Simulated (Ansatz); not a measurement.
In doubt: one-shot GW on d or f shells is unsure, so the values of those runs are not to be relied on.

Rows from a G0W0 calculation on NaFeN (P6_3mc) (Ansatz 0.2.0; G0W0 on PBE, plane waves, PAW; 6×6×2 mesh, 168 empty bands, screening to 100 eV, hard PAW files), in eV. Spin-orbit coupling is left out.

| row | k | band | start | Σx | Σc at the solution | Vxc |
| --- | --- | --- | --- | --- | --- | --- |
| A | (0.167, 0.167, 0.000) | v2 | 9.550 | -27.626 | 3.089 | -25.064 |
| B | (0.167, 0.167, 0.000) | c1 | 11.428 | -21.846 | -3.698 | -26.297 |
| C | (0.333, 0.333, -0.500) | v1 | 9.619 | -30.011 | 3.698 | -26.912 |
| D | (0.167, 0.167, 0.000) | c2 | 11.500 | -22.283 | -3.801 | -26.859 |
| E | (0.333, 0.333, -0.500) | c1 | 10.304 | -24.834 | -3.566 | -29.341 |
| F | (0.167, 0.167, 0.000) | v1 | 9.966 | -27.509 | 2.380 | -25.689 |

Question: Give the quasiparticle energies and the shift of each level.

The quasiparticle equation reads E = start + Σx + Σc(E) − Vxc.

| row | E (eV) | shift (eV) |
| --- | --- | --- |
| A | 10.078 | +0.527 |
| B | 12.181 | +0.753 |
| C | 10.219 | +0.600 |
| D | 12.275 | +0.775 |
| E | 11.245 | +0.941 |
| F | 10.526 | +0.560 |

The gap over the computed points goes from 0.34 eV to 0.72 eV.

Limits: not at the basis limit; no spin polarisation; d states lean on the start; coarse k mesh.

[Runs of the session that timed out or met a known fault of the program may be left out.]

[Cells called generated may have been cut or substituted from an entry of the Crystallography Open Database or the Materials Project.]

[Hosts, paths, dates, database ids (printed as entryN), source tags and the programs' standing remarks are cut or masked in the printed files.]
